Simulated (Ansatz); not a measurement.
# ZrOs (Pm-3m): phonons and vibrational spectra

Task: relax ZrOs (Pm-3m), then find its harmonic phonons.

Main program and level: Ansatz 0.2.0; DFT PBEsol, scalar-relativistic, plane waves, PAW; PAW set soft_1.

Most raw output is cut from this account.

## 1. The structure

The structure is cubic, space group Pm-3m (No. 221). Conventional cell: a = 3.263 Å, b = 3.263 Å, c = 3.263 Å, α = 90.00°, β = 90.00°, γ = 90.00°. Nearest to Zr lie 8 Os at 2.83 Å. Nearest to Os lie 8 Zr at 2.83 Å. Farther neighbours are not listed.

## 2. Relaxation

Harmonic phonons are second derivatives at a point where the forces vanish, and they are wanted at zero stress, so atoms and cell are relaxed first.

The input, input.yaml:

```yaml
crystal:
  lattice:
    - [3.263, 0.0, 0.0]
    - [0.0, 3.263, 0.0]
    - [0.0, 0.0, 3.263]
  atoms:
    - { symbol: Zr, position: [0.5, 0.5, 0.5] }
    - { symbol: Os, position: [0.0, 0.0, 0.0] }
kpoints:
  mp_grid: { grid: [14, 14, 14] }
hamiltonian:
  xc: pbesol
  pseudopotentials: { kind: paw, azcp: { folder: soft_1 }, xc_functional: pbe }
scf:
  occupations: { method: gaussian, width: 0.1 }
output:
  forces: true
  stress: true
  eigenvalues: true
  write_density: true
  write_potential: true
  elf: true
  volumetric_format: npy
relax:
  adjacent_minimum: "off"
  f_tol: 0.005
  max_steps: 80
  cell: { stress_tol: 0.05 }
```

Launch:

```sh
$ ansatz run input.yaml --threads 4 --pin off --max-ram 10240MiB --backend cpu --events-out ev --progress --plain --runs-dir out
```

The job ended after 10 s (4 threads of Arm Neoverse N1, shared host; peak memory 0.39 GiB).

Step by step:

```
step  energy less that of the first step (eV)  largest force component (eV/Å)  pressure (GPa)  volume (Å³)
   1                                   0.0000                          0.0000           -3.17        34.74
   2                                   0.0452                          0.0000           11.17        32.74
   3                                  -0.0050                          0.0000           -0.21        34.28
   4                                  -0.0051                          0.0000            0.00        34.25
  5*                                  -0.0050                          0.0000            0.00        34.25
```

Relaxation steps marked * repeat the geometry before them on a plane-wave basis chosen anew for their cell, so energy and pressure can jump there. Relaxation step 2 was tried and not accepted.

Forces are held to the 48 operations that the run works with; a distortion that breaks them can't arise in this run.

```
conventional cell, symmetrised  before  after  change
                         a (Å)   3.263  3.247  -0.5 %
                         b (Å)   3.263  3.247  -0.5 %
                         c (Å)   3.263  3.247  -0.5 %
              volume (Å³/atom)   17.37  17.12  -1.4 %
```

The relaxed structure:

```xyz
2
Lattice="3.2474 0.0000 0.0000 0.0000 3.2474 0.0000 0.0000 0.0000 3.2474" Properties=species:S:1:pos:R:3 pbc="T T T"
Zr    1.6237    1.6237    1.6237
Os    0.0000    0.0000    0.0000
```

Numbers from this step:

```yaml
pressure: 0.001469 GPa
volume_per_atom: 17.12 Å³
gap_on_the_k_mesh: 0 eV
```

ELF in the ac plane at fractional y = 0.500, with atoms of Zr within 0.2 Å of it. It is the smooth field of the valence electrons, not physical close to the nuclei.

Ten even steps from '0' (0.10) to '9' (0.78):
```
55554321001234555
55543100000013455
55431000110001345
54310135665310134
43101479999741013
32003799999973002
11005998558995001
10016995115996100
10016995115996100
11005998558995001
32003799999973002
43101479999741013
54310135665310134
55431000110001345
55543100000013455
55554321001234555
55555431111345555
```
Columns run along a (3.2 Å), rows up along c (3.2 Å). Atoms in or near the plane, at fractional coordinates: Zr at (0.50, 0.50).

Valence density in the ac plane at fractional y = 0.500, with atoms of Zr within 0.2 Å of it. It is the smooth field of the valence electrons, not physical close to the nuclei.

Ten even steps from '0' (0.2 e/Å³) to '9' (4.3 e/Å³):
```
00000000000000000
00000000000000000
00000000000000000
00000011221100000
00000124554210000
00001257887521000
00001479999741000
00002589999852000
00002589999852000
00001479999741000
00001257887521000
00000124554210000
00000011221100000
00000000000000000
00000000000000000
00000000000000000
00000000000000000
```
Columns run along a (3.2 Å), rows up along c (3.2 Å). Atoms in or near the plane, at fractional coordinates: Zr at (0.50, 0.50).

Electrostatic potential energy in the ac plane at fractional y = 0.500, with atoms of Zr within 0.2 Å of it. With pseudopotentials it is smooth inside the atoms' cores, unlike the true potential.

Ten even steps from '0' (-42 eV) to '9' (22 eV):
```
99999999999999999
99999999889999999
99999988778899999
99998875555788999
99998643223468999
99987421001247899
99985310000135899
99875200000025789
99875200000025789
99985310000135899
99987421001247899
99998643223468999
99998875555788999
99999988778899999
99999999889999999
99999999999999999
99999999999999999
```
Columns run along a (3.2 Å; values clipped at the 3rd and 97th percentile), rows up along c (3.2 Å). Atoms in or near the plane, at fractional coordinates: Zr at (0.50, 0.50).

In this step the volume went from 17.37 to 17.12 Å³/atom.

## 3. Tight relaxation

Phonons need a cell at rest on their own settings, so the relaxation is repeated with tight tolerances on forces and stress, using the mesh and the filling of the phonon run that follows.

The input, input.yaml:

```yaml
crystal:
  lattice:
    - [3.247424316, 0.0, 0.0]
    - [0.0, 3.247424316, 0.0]
    - [0.0, 0.0, 3.247424316]
  atoms:
    - { symbol: Zr, position: [0.5, 0.5, 0.5] }
    - { symbol: Os, position: [0.0, 0.0, 0.0] }
kpoints:
  mp_grid: { grid: [16, 16, 16] }
hamiltonian:
  xc: pbesol
  pseudopotentials: { kind: paw, azcp: { folder: soft_1 }, xc_functional: pbe }
scf:
  occupations: { method: methfessel_paxton, width: 0.2 }
output:
  forces: true
  stress: true
  eigenvalues: true
relax:
  adjacent_minimum: "off"
  f_tol: 0.001
  max_steps: 60
  cell: { stress_tol: 0.01 }
```

Wall time 9.4 s (4 threads); peak memory 0.41 GiB.

Little changed from the start: no atom moved by 0.005 Å and no cell edge by 0.1 %.

Numbers from this step:

```
pressure : -6.77e-5 GPa
```

The forces vanish by symmetry and the pressure is 0.000 GPa, within the tolerances set. The cell now holds 17.12 Å³/atom.

## 4. Linear response at the zone centre

The zone centre comes first: it holds the modes that light can see, as far as symmetry allows. No field response is asked, since the mesh shows no gap.

input.yaml, the sections that differ from step 3:

```yaml
crystal:
  lattice:
    - [3.2472163246, 0.0, 0.0]
    - [0.0, 3.2472163246, 0.0]
    - [0.0, 0.0, 3.2472163246]
  atoms:
    - { symbol: Zr, position: [0.5, 0.5, 0.5] }
    - { symbol: Os, position: [0.0, 0.0, 0.0] }
output:
  eigenvalues: true
phonons:
  method: dfpt
# kpoints, hamiltonian, scf: as in step 3
# relax: removed
```

Elapsed: 32 s, on 4 threads; peak memory 1 GiB.

Numbers from this step:

```
sum-rule residual before enforcement                    : 4.37e-5 eV/Å²
point group                                             : m-3m
highest optical mode at the zone centre (no LO-TO term) : 185.6 cm⁻¹
lowest optical zone-centre mode                         : 185.6 cm⁻¹
```

Patterns of degenerate modes are one choice out of their space. The modes at Γ (shares of kinetic energy by element, %):

```
mode  frequency (cm⁻¹)  symmetry  Zr %  Os %
   1               0.0  acoustic    32    68
   2               0.0  acoustic    32    68
   3               0.0  acoustic    32    68
   4             185.6       T1u    68    32
   5             185.6       T1u    68    32
   6             185.6       T1u    68    32
```

Displacements in mode 4 (185.6 cm⁻¹), the largest set to 1:
```
Zr1  0.00  0.00  1.00
Os2  0.00  0.00 -0.48
```

Before it was imposed, the acoustic sum rule was missed by 4.4e-5 eV/Å². Small misses are needed for a sound result but don't prove that mesh and cutoff are converged. The lowest optical mode is real, 186 cm⁻¹.

## 5. Response at finite wavevector

Stability and thermal properties need the whole zone. Linear response on a 4×4×4 q mesh gives force constants as far as a supercell of that size would.

input.yaml, as its differences from that of step 4:

```diff
@@ -19 +19,8 @@
   method: dfpt
+  qmesh: [4, 4, 4]
+  temperatures: { t_max: 1000, t_step: 50 }
+  qpath:
+    path:
+      - [[0.0, 0.0, 0.0], [0.0, 0.5, 0.0], [0.5, 0.5, 0.0], [0.0, 0.0, 0.0], [0.5, 0.5, 0.5], [0.0, 0.5, 0.0]]
+      - [[0.5, 0.5, 0.5], [0.5, 0.5, 0.0]]
+    npoints: 10
```

Run time: 16 min. Hardware: 4 threads; peak memory 3.6 GiB; 63 min of CPU time.

Numbers from this step:

```yaml
sum_rule_residual_before_enforcement: 4.62e-5 eV/Å²
lowest_frequency_on_the_path: 0 cm⁻¹
highest_frequency_on_the_path_or_at_a_solved_wavevector: 296.0 cm⁻¹
mean_frequency: 165.9 cm⁻¹
debye_temperature_second_moment: 323 K
logarithmic_mean_frequency: 157 cm⁻¹
lowest_mode_on_the_q_mesh_acoustic_modes_at_gamma_apart: 67.94 cm⁻¹
zero_point_energy_per_atom: 30.86 meV
heat_capacity_at_300_k: 23.56 J/(mol atoms K)
vibrational_entropy_at_300_k: 32.72 J/(mol atoms K)
```

Frequencies (cm⁻¹) solved at each irreducible wavevector; negative means imaginary. Frequencies by wavevector, by row:

```
q in reciprocal lattice units  star  mode 1  mode 2  mode 3  mode 4  mode 5  mode 6
                        0 0 0     1       0       0       0   185.6   185.6   185.6
                     0 0 0.25     6    67.9    67.9   113.1   173.5   173.5     241
                     0 0 -0.5     3   131.9   131.9   135.7   135.7   150.2     296
                  0 0.25 0.25    12    92.5    94.7   137.8   168.2   213.7     228
                  0 0.25 -0.5    12   131.8   132.4   133.5   150.7   200.2   265.3
                  0 -0.5 -0.5     3   133.9   135.7   135.7   162.7   239.2   239.2
               0.25 0.25 0.25     8   113.6   113.6   144.1   207.4   207.4   219.9
               0.25 0.25 -0.5    12   134.7     135   144.4   189.9   207.8   247.3
               0.25 -0.5 -0.5     6   143.5   143.5   149.8   198.5   236.7   236.7
               -0.5 -0.5 -0.5     1   158.4   158.4   158.4   231.7   231.7   231.7
```

Interpolated from a 4×4×4 q mesh. Phonon branches along the path, in cm⁻¹:

```
    point  branch 1  branch 2  branch 3  branch 4  branch 5  branch 6
        Γ         0         0         0       186       186       186
  halfway        68        68       113       174       174       241
        X       132       132       136       136       150       296
  halfway       132       132       134       151       200       265
        M       134       136       136       163       239       239
  halfway        92        95       138       168       214       228
        Γ         0         0         0       186       186       186
  halfway       114       114       144       207       207       220
        R       158       158       158       232       232       232
  halfway       135       135       144       190       208       247
        X       132       132       136       136       150       296
jump to R       158       158       158       232       232       232
  halfway       144       144       150       198       237       237
        M       134       136       136       163       239       239
```

Tetrahedra on a 20×20×20 mesh, mean over bins of 5 cm-1. Interpolated from a 4×4×4 q mesh. The phonon density of states by wavenumber; read off at these points:

```
wavenumber (cm⁻¹)  phonon density of states (1/cm⁻¹/cell)
                2                                  1.0e-5
               12                                  1.5e-4
               22                                  6.2e-4
               32                                 0.00139
               42                                 0.00236
               52                                 0.00359
               62                                 0.00516
               72                                 0.00713
               82                                 0.00968
               92                                  0.0131
              102                                  0.0179
              112                                   0.025
              122                                  0.0377
              132                                  0.0714
              142                                   0.115
              158                                  0.0219
              168                                  0.0283
              178                                  0.0300
              188                                  0.0286
              198                                  0.0235
              208                                  0.0224
              218                                  0.0246
              228                                  0.0303
              238                                  0.0438
              248                                  0.0180
              258                                  0.0111
              268                                 0.00746
              278                                 0.00494
              288                                 0.00279
              298                                  2.0e-5
```

The partial phonon density of states has structure finer than the step of the table below, so its rows give means over 10 cm⁻¹, whole bins alone (the curve runs from -10 to 314 cm⁻¹). Peaks (cm⁻¹: height): Os 140.8: 0.102; Zr 171.3: 0.0246, 181.5: 0.0289, 214.1: 0.0246, 234.5: 0.0442.

Phonopy on the run's constants, 17x17x17 mesh, Gaussian sigma 2.3 cm-1. Interpolated from a 4×4×4 q mesh. Table of partial phonon density of states by wavenumber; means over each step; values in 1/cm⁻¹/cell:

```
wavenumber (cm⁻¹)       Os       Zr
                0   3.7e-5   1.7e-5
               10   8.8e-5   4.3e-5
               20   3.6e-4   1.7e-4
               30   8.5e-4   4.0e-4
               40  0.00143   6.4e-4
               50  0.00247  0.00107
               60  0.00312  0.00127
               70  0.00518  0.00203
               80  0.00639  0.00236
               90  0.00915  0.00299
              100   0.0132  0.00408
              110   0.0180  0.00455
              120   0.0278  0.00539
              130   0.0563  0.00593
              140   0.0897  0.00629
              150   0.0282  0.00640
              160  0.00759   0.0184
              170  0.00626   0.0227
              180  0.00648   0.0243
              190  0.00456   0.0203
              200  0.00348   0.0204
              210  0.00256   0.0208
              220  0.00199   0.0222
              230  0.00203   0.0349
              240  0.00162   0.0330
              250   6.0e-4   0.0159
              260   2.5e-4  0.00959
              270   1.3e-4  0.00697
              280   4.6e-5  0.00436
              290   1.0e-5  0.00232
              300        0   2.0e-4
```

Second derivatives of the energy by pair, one row for each kind of neighbour of each atom listed. Each entry sums the pair over the periodic images of the supercell that the q mesh stands for, and in a polar crystal it holds the long-range dipole part too. Force constants by pair, by row:

```
atom  neighbour  distance (Å)  third of the trace (eV/Å²)  along the pair's line (eV/Å²)
 Zr1     itself             0                       13.98                              –
 Zr1         Os         2.812                      -1.101                         -2.389
 Zr1         Zr         3.247                     -0.6992                         -3.302
 Zr1         Zr         4.592                     -0.0902                        -0.6734
 Zr1         Os         5.385                      0.0362                         0.0797
 Zr1         Zr         5.624                     -0.1076                        -0.2845
 Zr1         Zr         6.494                      0.0175                         0.0404
 Zr1         Os         7.077                      0.0019                          0.018
 Zr1         Zr         7.261                     -0.0112                         -0.001
 Os2     itself             0                       13.12                              –
 Os2         Zr         2.812                      -1.101                         -2.389
 Os2         Os         3.247                     -0.6796                          -1.17
 Os2         Os         4.592                     -0.0682                        -0.2839
 Os2         Zr         5.385                      0.0362                         0.0797
 Os2         Os         5.624                     -0.1095                        -0.3678
 Os2         Os         6.494                      0.1034                        -0.0492
 Os2         Zr         7.077                      0.0019                          0.018
 Os2         Os         7.261                       0.001                         0.0012
```

Harmonic thermodynamic functions per atom, from the density of states. Interpolated from a 4×4×4 q mesh. Thermodynamic functions, by row:

```
T (K)  F_vib (meV/atom)  S (J/mol-atom/K)  C_V (J/mol-atom/K)
    0             30.86                 0                   0
   50             30.54             2.373               6.244
  100             27.39             10.03               15.85
  200              9.61             23.45                  22
  300            -19.77             32.72               23.56
  400             -57.4             39.59               24.15
  500            -101.3             45.02               24.43
  600            -150.4             49.48               24.59
  700            -203.7             53.28               24.68
  800            -260.7             56.58               24.74
  900            -320.8              59.5               24.78
 1000            -383.9             62.11               24.81
```

Harmonic mean-square displacement, third of the trace. Interpolated from a 4×4×4 q mesh. Mean square displacements, by row:

```
T (K)  Zr1 U_eq (Å²)  Os2 U_eq (Å²)
    0        0.00103        7.20e-4
  100        0.00138        0.00115
  300        0.00311        0.00292
  600        0.00601        0.00574
```

Symmetry leaves 10 wavevectors to solve. The lowest mode among them, the acoustic zeros apart, lies at q = (0, 0, 0.25) and is real, 67.9 cm⁻¹.

## 6. Another isotope

An isotope changes the mass and not the force constants, so no new electronic calculation is needed; the shifts show which modes move this element.

The same force constants with the mass of Zr changed from 91.222 to 95.908 u (phonopy, no LO-TO term). Both lists are sorted by frequency; levels can cross, so a row need not hold one and the same mode. Modes under 3 cm⁻¹ are left out. Isotope shifts, by row:

```
          q  rank  natural mass (cm⁻¹)  changed mass (cm⁻¹)
      0 0 0     4                185.6                182.6
      0 0 0     5                185.6                182.6
      0 0 0     6                185.6                182.6
   0 0 0.25     1                67.94                67.36
   0 0 0.25     2                67.94                67.36
   0 0 0.25     3                113.1                112.8
   0 0 0.25     4                173.5                170.6
   0 0 0.25     5                173.5                170.6
   0 0 0.25     6                  241                235.6
   0 0 -0.5     1                131.9                131.9
   0 0 -0.5     2                131.9                131.9
   0 0 -0.5     3                135.7                132.4
   0 0 -0.5     4                135.7                132.4
   0 0 -0.5     5                150.2                150.2
   0 0 -0.5     6                  296                288.7
0 0.25 0.25     1                 92.5                92.06
0 0.25 0.25     2                94.73                   94
0 0.25 0.25     3                137.8                137.8
0 0.25 0.25     4                168.2                165.3
0 0.25 0.25     5                213.7                209.4
0 0.25 0.25     6                  228                222.5
```

A mode of this element alone would shift by -2.47 %. The highest zone-centre frequency without the field goes from 185.6 to 182.6 cm⁻¹ (-1.7 %). The product of the frequency ratios over all optical modes at Γ is 0.951; the product rule, (m/m′)^(3k/2) (M′/M)^(3/2) with k = 1 such atoms and M the mass of the cell, gives 0.951.

## 7. Results

- space group after relaxation (within 0.01 Å): Pm-3m
- volume per atom: 17.1 Å³
- electronic character: no gap on this mesh
- highest optical mode at the zone centre (no LO-TO term): 186 cm⁻¹
- lowest optical zone-centre mode: 186 cm⁻¹
- lowest mode on the q mesh (acoustic modes at Γ apart): 67.9 cm⁻¹
- highest frequency on the path or at a solved wavevector: 296 cm⁻¹
- zero-point energy per atom: 30.9 meV
- heat capacity at 300 K: 23.6 J/(mol atoms K)
- vibrational entropy at 300 K: 32.7 J/(mol atoms K)
- Debye temperature (second moment): 323 K
- imaginary modes on the 4×4×4 q mesh: none

The structure is a minimum as far as tested: no mode is imaginary at the 10 irreducible wavevectors of the 4×4×4 mesh, and the softest away from the acoustic zeros lies at 68 cm⁻¹. The optical modes at Γ form one degenerate level at 186 cm⁻¹. The highest mode in this list at Γ, 185.6 cm⁻¹, has its largest share on Zr (68 % of the kinetic energy). With no gap, or one that is small against the smearing, the frequencies hang on the k mesh and the smearing, most of all near Kohn anomalies. Spin-orbit coupling is left out, which can matter for the heavy elements here. The PAW files were made for PBE and serve the other functionals too. These are harmonic frequencies at zero temperature: anharmonic shifts, linewidths and thermal expansion are left out.

[Logs are printed without paths, hosts, clocks, repeated set-up lines and the standing remarks that a program may print on its own settings, such as how far it seeks lower states.]

[Hosts, paths, dates, database ids (printed as entryN), source tags and the programs' standing remarks are cut or masked in the printed files.]
